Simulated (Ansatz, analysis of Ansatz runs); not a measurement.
## Migration in MgH2 (P4_2/mnm): V_Mg hop (3.0 Å), charge −2

Wanted: path and barrier of a jump of Mg in MgH2 (P4_2/mnm) at charge −2. The case: V_Mg hop (3.0 Å), in a cell of 72 host atoms with 1 Mg taken out.

Program: Ansatz 0.2.0. Level of theory: plane-wave PAW DFT, r2SCAN; nudged elastic band between two relaxed defect structures at fixed charge in a uniform background. Results are calculated unless marked as measured.

## (1) The starting structure

The cell holds 71 atoms: 23 Mg and 48 H. Its edges and angles: a = 8.970 Å, b = 8.970 Å, c = 8.990 Å, α = 90.0°, β = 90.0°, γ = 90.0°. It derives from MgH2 (space group P4_2/mnm). Nearest the centre at fractional (0.500, 0.500, 0.500): H28 at 1.24 Å, H48 at 1.24 Å, Mg62 at 1.50 Å, H70 at 2.44 Å, H15 at 2.44 Å, H65 at 2.44 Å, H9 at 2.44 Å, Mg61 at 3.17 Å. The cell carries charge −2.

The cell's shortest repeat is 9.0 Å.

## (2) Relaxation of the start point, charge −2

The ends come first: from an unrelaxed start the top is counted from too high an energy, and the barrier comes out too low. Small random displacements break the symmetry of the ideal sites, so that the defect can distort if it gains by it. The charge of −2 is set by the electron count, and a uniform background keeps the cell neutral.

qm2.start/input.yaml

```yaml
crystal:
  lattice:
    - [8.97000988, 0.0, 0.0]
    - [0.0, 8.97000988, 0.0]
    - [0.0, 0.0, 8.98962369]
  atoms:
    - { symbol: Mg, position: [0.25, 0.25, 0.16666667] }
    - { symbol: Mg, position: [0.0, 0.0, 0.0] }
    - { symbol: H, position: [0.34769609, 0.34769609, 0.0] }
    - { symbol: H, position: [0.40230391, 0.09769609, 0.16666667] }
    - { symbol: H, position: [0.15230391, 0.15230391, 0.0] }
    - { symbol: H, position: [0.09769609, 0.40230391, 0.16666667] }
    - { symbol: Mg, position: [0.25, 0.25, 0.5] }
    - { symbol: Mg, position: [0.0, 0.0, 0.33333333] }
    - { symbol: H, position: [0.34769609, 0.34769609, 0.33333333] }
    - { symbol: H, position: [0.40230391, 0.09769609, 0.5] }
    - { symbol: H, position: [0.15230391, 0.15230391, 0.33333333] }
    - { symbol: H, position: [0.09769609, 0.40230391, 0.5] }
    - { symbol: Mg, position: [0.25, 0.25, 0.83333333] }
    - { symbol: Mg, position: [0.0, 0.0, 0.66666667] }
    - { symbol: H, position: [0.34769609, 0.34769609, 0.66666667] }
    - { symbol: H, position: [0.40230391, 0.09769609, 0.83333333] }
    - { symbol: H, position: [0.15230391, 0.15230391, 0.66666667] }
    - { symbol: H, position: [0.09769609, 0.40230391, 0.83333333] }
    - { symbol: Mg, position: [0.25, 0.75, 0.16666667] }
    - { symbol: Mg, position: [0.0, 0.5, 0.0] }
    - { symbol: H, position: [0.34769609, 0.84769609, 0.0] }
    - { symbol: H, position: [0.40230391, 0.59769609, 0.16666667] }
    - { symbol: H, position: [0.15230391, 0.65230391, 0.0] }
    - { symbol: H, position: [0.09769609, 0.90230391, 0.16666667] }
    - { symbol: Mg, position: [0.25, 0.75, 0.5] }
    - { symbol: Mg, position: [0.0, 0.5, 0.33333333] }
    - { symbol: H, position: [0.34769609, 0.84769609, 0.33333333] }
    - { symbol: H, position: [0.40230391, 0.59769609, 0.5] }
    - { symbol: H, position: [0.15230391, 0.65230391, 0.33333333] }
    - { symbol: H, position: [0.09769609, 0.90230391, 0.5] }
    - { symbol: Mg, position: [0.25, 0.75, 0.83333333] }
    - { symbol: Mg, position: [0.0, 0.5, 0.66666667] }
    - { symbol: H, position: [0.34769609, 0.84769609, 0.66666667] }
    - { symbol: H, position: [0.40230391, 0.59769609, 0.83333333] }
    - { symbol: H, position: [0.15230391, 0.65230391, 0.66666667] }
    - { symbol: H, position: [0.09769609, 0.90230391, 0.83333333] }
    - { symbol: Mg, position: [0.75, 0.25, 0.16666667] }
    - { symbol: Mg, position: [0.5, 0.0, 0.0] }
    - { symbol: H, position: [0.84769609, 0.34769609, 0.0] }
    - { symbol: H, position: [0.90230391, 0.09769609, 0.16666667] }
    - { symbol: H, position: [0.65230391, 0.15230391, 0.0] }
    - { symbol: H, position: [0.59769609, 0.40230391, 0.16666667] }
    - { symbol: Mg, position: [0.75, 0.25, 0.5] }
    - { symbol: Mg, position: [0.5, 0.0, 0.33333333] }
    - { symbol: H, position: [0.84769609, 0.34769609, 0.33333333] }
    - { symbol: H, position: [0.90230391, 0.09769609, 0.5] }
    - { symbol: H, position: [0.65230391, 0.15230391, 0.33333333] }
    - { symbol: H, position: [0.59769609, 0.40230391, 0.5] }
    - { symbol: Mg, position: [0.75, 0.25, 0.83333333] }
    - { symbol: Mg, position: [0.5, 0.0, 0.66666667] }
    - { symbol: H, position: [0.84769609, 0.34769609, 0.66666667] }
    - { symbol: H, position: [0.90230391, 0.09769609, 0.83333333] }
    - { symbol: H, position: [0.65230391, 0.15230391, 0.66666667] }
    - { symbol: H, position: [0.59769609, 0.40230391, 0.83333333] }
    - { symbol: Mg, position: [0.75, 0.75, 0.16666667] }
    - { symbol: Mg, position: [0.5, 0.5, 0.0] }
    - { symbol: H, position: [0.84769609, 0.84769609, 0.0] }
    - { symbol: H, position: [0.90230391, 0.59769609, 0.16666667] }
    - { symbol: H, position: [0.65230391, 0.65230391, 0.0] }
    - { symbol: H, position: [0.59769609, 0.90230391, 0.16666667] }
    - { symbol: Mg, position: [0.75, 0.75, 0.5] }
    - { symbol: Mg, position: [0.5, 0.5, 0.33333333] }
    - { symbol: H, position: [0.84769609, 0.84769609, 0.33333333] }
    - { symbol: H, position: [0.90230391, 0.59769609, 0.5] }
    - { symbol: H, position: [0.65230391, 0.65230391, 0.33333333] }
    - { symbol: H, position: [0.59769609, 0.90230391, 0.5] }
    - { symbol: Mg, position: [0.75, 0.75, 0.83333333] }
    - { symbol: H, position: [0.84769609, 0.84769609, 0.66666667] }
    - { symbol: H, position: [0.90230391, 0.59769609, 0.83333333] }
    - { symbol: H, position: [0.65230391, 0.65230391, 0.66666667] }
    - { symbol: H, position: [0.59769609, 0.90230391, 0.83333333] }
total_charge: -2
basis:
  ecutwfc: 500
  xc_grid: 2
hamiltonian:
  xc: r2scan
kpoints:
  mp_grid: { grid: [1, 1, 1] }
scf:
  occupations: { method: fixed }
  max_iter: 150
output:
  forces: true
relax:
  f_tol: 0.02
  max_steps: 70
  random_displacement: { amplitude: 0.03, seed: 2212 }
```

Run with:

```bash
ansatz run input.yaml --threads 4 --pin off --max-ram 14131MiB --backend cpu --events-out ev --progress --plain --runs-dir out
```

Numbers of over 12 decimals in the logs are rounded to 6 here.

The program printed:

```text
[... repeated set-up lines and file paths are left out, and long positions are rounded to six places ...]
The last accepted step is kept in <dir> (removed where the run ends without a failure and the disk answers)
Engine: ansatz 0.2.0, aarch64-unknown-linux-gnu
Pseudopotentials: kind: paw
Pseudopotential: Mg, paw, valence charge 10, recommended cutoff 500 eV (meta_gga), Mg.paw.azcp
Pseudopotential: H, paw, valence charge 1, recommended cutoff 500 eV (meta_gga), H.paw.azcp
Functional definition: r2SCAN
  parameter k0 = 0.174
  parameter k1 = 0.065
  parameter a1 = 4.9479
  exchange = r2scan_x(k0 = k0, k1 = k1, a1 = a1)
  correlation = r2scan_c
Crystal: 71 atoms, lattice volume = 723.315 Å³
Basis set: ecut = 500 eV, 18333 PW (Γ), exchange–correlation on 144×144×144 points (8 copies of the dense FFT grid, shifted against one another)
Bands: 211, of which v1, the nominal top of the filled ones, is band 140 counted from 1 (139 counted from 0)
Symmetry: 1 space group operations
k-points: 1
Non-local potential: Mg, projectors of the file, l = 0: 3, l = 1: 2, l = 2: 1
Non-local potential: H, projectors of the file, l = 0: 2, l = 1: 1
PAW form: soft (Blöchl's): semilocal exchange-correlation on the pseudo side does not see the compensation charge
PAW frozen core: Mg, regenerated for the run's functional (the file was generated under x = pbe(κ = 0.804, μ = 0.219515), c = pbe(β = 0.066725))
PAW one-centre angular grid: Mg, 302 points (default); XC on 224 Gauss nodes
PAW one-centre angular grid: H, 302 points (default); XC on 160 Gauss nodes
Initial density: superposition of atomic densities (neutral atoms scaled as one to the charged cell's electrons: chi_scale 0, normalization atom), corrected by the library's trained network
Initial wavefunctions: pseudopotential atomic-orbital guess
Functional: x = r2scan, c = r2scan; τ floored in thin density (d = 2e-4 eV/Å³)
SCF iter   1: F=—  HF=-45079.156965 eV  |F-HF|=—  |Δ(HF+E_count)|=         —  Δρ=1.34e-2  dr2=1.77e0  dr2_τ=1.34e-1  ethr=1.77e-3  ⟨swp⟩=7.0  Hψ=589  notcnv=0  defer=67
preconditioner: auto → Resta (q_TF=auto, 2.329 Å⁻¹)  ε∞=2.4  [insulator: Δε(μ)=4.452 eV  Ē_g=11.513 eV  n_scr=170 (ndim 8)  ℏωp=13.5 eV  f_vac=0.002  ε∞_Penn≈2.4]
SCF iter   2: F=—  HF=-45079.206985 eV  |F-HF|=—  |Δ(HF+E_count)|=   5.00e-2  Δρ=6.97e-3  dr2=4.94e-1  dr2_τ=2.34e-3  ethr=6.33e-4  ⟨swp⟩=2.0  Hψ=264  notcnv=0  defer=67
SCF iter   3: F=—  HF=-45079.078910 eV  |F-HF|=—  |Δ(HF+E_count)|=   1.28e-1  Δρ=1.34e-3  dr2=1.05e-2  dr2_τ=2.90e-4  ethr=1.76e-4  ⟨swp⟩=5.0  Hψ=339  notcnv=0  defer=36
automatic band count: iteration 3 solves 179 bands in place of 211: the levels show a gap, and the empty bands left out lie too high to hold charge; the band table lists the bands solved (type scf.n_extra_bands for more)
SCF iter   4: F=—  HF=-45079.082445 eV  |F-HF|=—  |Δ(HF+E_count)|=   3.53e-3  Δρ=2.40e-4  dr2=5.33e-4  dr2_τ=1.50e-5  ethr=3.76e-6  ⟨swp⟩=2.0  Hψ=220  notcnv=0  defer=37
SCF iter   5: F=—  HF=-45079.082825 eV  |F-HF|=—  |Δ(HF+E_count)|=   3.80e-4  Δρ=4.08e-5  dr2=1.52e-5  dr2_τ=3.00e-7  ethr=1.90e-7  ⟨swp⟩=2.0  Hψ=284  notcnv=0  defer=36
SCF iter   6: F=-45079.082834 eV  HF=-45079.082834 eV  |F-HF|=2.38e-7  |Δ(HF+E_count)|=   9.41e-6  Δρ=9.39e-6  dr2=4.56e-7  dr2_τ=1.01e-8  ethr=3.57e-9  ⟨swp⟩=4.0  Hψ=468  notcnv=0
SCF 1 converged in 6 iterations: F = -45079.082834 eV  dr2 = 4.56e-7
  greatest PAW one-centre occupation: 1.000 electrons in one spin orbital (limit 2), on the Mg atom at site 18 (counted from 0), in its partial waves of l = 0
relax step   1: F+E_penalty+E_count = -45079.08283442 eV  Δ(F+E_penalty+E_count) = +0.000e0 eV  max|allowed force component| = 1.443e0 eV/Å  Δτ_max = 0.0000 Å  (6 SCF iters, dr2 threshold 1.00e-5 eV, accepted)
[... the SCF cycles and remarks between the steps are left out from here to the last step ...]
relax step   2: F+E_penalty+E_count = -45080.01353584 eV  Δ(F+E_penalty+E_count) = -9.307e-1 eV  max|allowed force component| = 6.912e-1 eV/Å  Δτ_max = 0.1946 Å  (6 SCF iters, dr2 threshold 1.00e-4 eV, accepted)
relax step   3: F+E_penalty+E_count = -45080.22426033 eV  Δ(F+E_penalty+E_count) = -2.107e-1 eV  max|allowed force component| = 2.828e-2 eV/Å  Δτ_max = 0.0705 Å  (5 SCF iters, dr2 threshold 2.99e-5 eV, accepted)
relax step   4: F+E_penalty+E_count = -45080.22426061 eV  Δ(F+E_penalty+E_count) = -2.824e-7 eV  max|allowed force component| = 2.836e-2 eV/Å  Δτ_max = 0.0000 Å  (3 SCF iters, accepted)
SCF iter   1: F=—  HF=-45080.224600 eV  |F-HF|=—  |Δ(HF+E_count)|=         —  Δρ=6.50e-4  dr2=2.76e-3  dr2_τ=1.17e-3  ethr=9.70e-6  ⟨swp⟩=4.0  Hψ=249  notcnv=0  defer=37
automatic band count: iteration 1 solves 179 bands in place of 211: the levels show a gap, and the empty bands left out lie too high to hold charge; the band table lists the bands solved (type scf.n_extra_bands for more)
SCF iter   2: F=—  HF=-45080.225820 eV  |F-HF|=—  |Δ(HF+E_count)|=   1.22e-3  Δρ=3.50e-4  dr2=8.74e-4  dr2_τ=6.32e-6  ethr=9.87e-7  ⟨swp⟩=2.0  Hψ=321  notcnv=0  defer=37
SCF iter   3: F=—  HF=-45080.225683 eV  |F-HF|=—  |Δ(HF+E_count)|=   1.37e-4  Δρ=2.59e-5  dr2=6.31e-6  dr2_τ=2.23e-7  ethr=3.12e-7  ⟨swp⟩=2.0  Hψ=194  notcnv=0  defer=34
SCF iter   4: F=—  HF=-45080.226062 eV  |F-HF|=—  |Δ(HF+E_count)|=   3.79e-4  Δρ=8.97e-6  dr2=8.37e-7  dr2_τ=1.75e-8  ethr=2.25e-9  ⟨swp⟩=2.0  Hψ=211  notcnv=0  defer=33
SCF iter   5: F=-45080.226062 eV  HF=-45080.226062 eV  |F-HF|=1.76e-8  |Δ(HF+E_count)|=   3.44e-7  Δρ=1.91e-6  dr2=3.29e-8  dr2_τ=5.17e-10  ethr=3.57e-11  ⟨swp⟩=3.0  Hψ=553  notcnv=0
SCF 5 converged in 5 iterations: F = -45080.226062 eV  dr2 = 3.29e-8
relax step   5: F+E_penalty+E_count = -45080.22606245 eV  Δ(F+E_penalty+E_count) = -1.802e-3 eV  max|allowed force component| = 3.898e-3 eV/Å  Δτ_max = 0.0096 Å  (5 SCF iters, accepted)
SCF converged after 5 iterations
the last check of whether an eigenvalue changes by more than its tolerance under the output density was not made (final_scf_spared)
Free energy (F): -45080.226062 eV
Harris-Foulkes:  -45080.226062 eV  (|F-HF|=1.76e-8)
Internal energy: -45080.226062 eV  (E = F + TS)
E sigma→0 (E₀):  -45080.226062 eV
Fermi energy:    1.577732 eV
--- Per-component energies (eV) ---
  E_band       = -9054.538204
  E_kinetic    = 2445.346483
  E_local      = -40370.494321  (includes V_loc(G=0)·N_el)
  E_nonlocal   = 2268.871973
  E_hartree    = 14548.096824
  E_xc         = -1096.685582
  E_vxc        = -1556.276990  (∫ρ·V_xc dr)
  E_paw        = -6836.053806  (= ΣΔE_a)
  E_vpaw       = -1022.071764  (= ΣTr[D̂ρ^β])
  E_aug_tail   = -0.022640  (compensation charges beyond the density's cutoff)
  E_vtau       = 83.914997  (kinetic-family band-sum trace: ∫τ·v_τ [+ j·A + Jᵃ·Aᵃ] dr)
  E_ewald      = -16038.682206
  E_core_change = -0.602788  (= ΣΔE_core)
  E_smearing   = -0.000000  (= −TS)
  E_closure    = 0.000000  (closes the sum)
  E_deformation_potential = -19.612567  (in the stress; not in F)
  Σ components = -45080.226062   (vs F -45080.226062, Δ=0.00e0)
--- Forces (eV/Å), atoms counted from 1 ---
  atom   1  Mg    -0.00001444    -0.00010981    -0.00026355
  atom   2  Mg     0.00008635     0.00024989     0.00048563
  [... 4 atoms left out ...]
  atom   7  Mg     0.00072500     0.00026175     0.00033445
  [... 1 atom left out ...]
  atom   9  H     -0.00122047    -0.00135576     0.00025858
  [... 5 atoms left out ...]
  atom  15  H     -0.00049749     0.00121498    -0.00022185
  [... 9 atoms left out ...]
  atom  25  Mg     0.00021518     0.00032030    -0.00053322
  [... 2 atoms left out ...]
  atom  28  H      0.00011776    -0.00081178     0.00208998
  [... 14 atoms left out ...]
  atom  43  Mg     0.00019750    -0.00021921    -0.00072895
  [... 4 atoms left out ...]
  atom  48  H     -0.00099367     0.00036615     0.00241438
  [... 13 atoms left out ...]
  atom  62  Mg     0.00028884     0.00029074    -0.00388669
  [... 2 atoms left out ...]
  atom  65  H      0.00121622     0.00102029     0.00084440
  [... 4 atoms left out ...]
  atom  70  H     -0.00053245     0.00006155    -0.00026075
  [... 1 atom left out ...]
  max |Σ_I F_I| component: 3.32e-3 eV/Å
--- Relaxed structure (5 steps of the walk, 5 accepted, 0 SCFs on fresh bases) ---
  F+E_penalty+E_count = -45080.22606245 eV   max|allowed force component| = 3.898e-3 eV/Å
  atoms:
    - { symbol: Mg, position: [0.249672, 0.249861, 0.166899] }
    - { symbol: Mg, position: [-0.000336, -0.000124, -0.000157] }
    [... 4 atoms left out ...]
    - { symbol: Mg, position: [0.254956, 0.255160, 0.503776] }
    [... 1 atom left out ...]
    - { symbol: H, position: [0.344931, 0.345122, 0.330548] }
    [... 5 atoms left out ...]
    - { symbol: H, position: [0.341190, 0.341166, 0.666905] }
    [... 9 atoms left out ...]
    - { symbol: Mg, position: [0.252088, 0.747448, 0.499467] }
    [... 2 atoms left out ...]
    - { symbol: H, position: [0.393274, 0.606355, 0.479904] }
    [... 14 atoms left out ...]
    - { symbol: Mg, position: [0.747246, 0.252312, 0.499483] }
    [... 4 atoms left out ...]
    - { symbol: H, position: [0.606185, 0.393507, 0.479870] }
    [... 13 atoms left out ...]
    - { symbol: Mg, position: [0.499652, 0.499867, 0.343377] }
    [... 2 atoms left out ...]
    - { symbol: H, position: [0.654381, 0.654631, 0.330495] }
    [... 4 atoms left out ...]
    - { symbol: H, position: [0.658251, 0.658396, 0.666916] }
    [... 1 atom left out ...]
```

Wall time 25 s (4 threads of Arm Neoverse V1, shared host); peak memory 0.99 GiB; 96 s of CPU time.

Relaxation path:

```
step  energy less that of the first step (eV)  largest force component (eV/Å)
   1                                   0.0000                          1.4429
   2                                  -0.9307                          0.6912
   3                                  -1.1414                          0.0283
   4                                  -1.1414                          0.0284
   5                                  -1.1432                          0.0039
```

The atoms that moved most (Å, from the sites as typed, ahead of the random displacement, the mean shift of all atoms taken out):

```
atom      dx      dy      dz  length
 H48   0.079  -0.078  -0.183   0.214
 H28  -0.078   0.079  -0.183   0.214
 H34  -0.079   0.078   0.183   0.214
 H54   0.080  -0.077   0.183   0.214
 H39   0.076  -0.059   0.031   0.101
 H45   0.076  -0.059  -0.030   0.100
 H27  -0.059   0.075  -0.030   0.100
 H23  -0.075   0.058   0.030   0.100
```

Neighbours of Mg62 at the end:

```
atom  distance (Å)
 H48         1.825
 H28         1.825
  H9         1.966
 H65         1.966
 H22         2.011
 H42         2.011
Mg56         3.173
Mg61         3.422
 Mg7         3.423
Mg25         3.440
Mg43         3.440
```

Numbers from this step:

```yaml
free_energy: -45080.2261 eV
r_m_s_move_of_the_farther_half_of_the_atoms: 0.03842 Å
largest_move_from_the_ideal_geometry_of_this_structure_a_common_shift_of_the_far_atoms_taken_out: 0.2257 Å
```

The relaxation gained 1.143 eV and ended with a largest force component of 0.0039 eV/Å.

(Part 1 of 3 ends here.)

[Logs are printed without paths, hosts, clocks, repeated set-up lines and the standing remarks that a program may print on its own settings, such as how far it seeks lower states.]

[Hosts, paths, dates, database ids (printed as entryN), source tags and the programs' standing remarks are cut or masked in the printed files.]
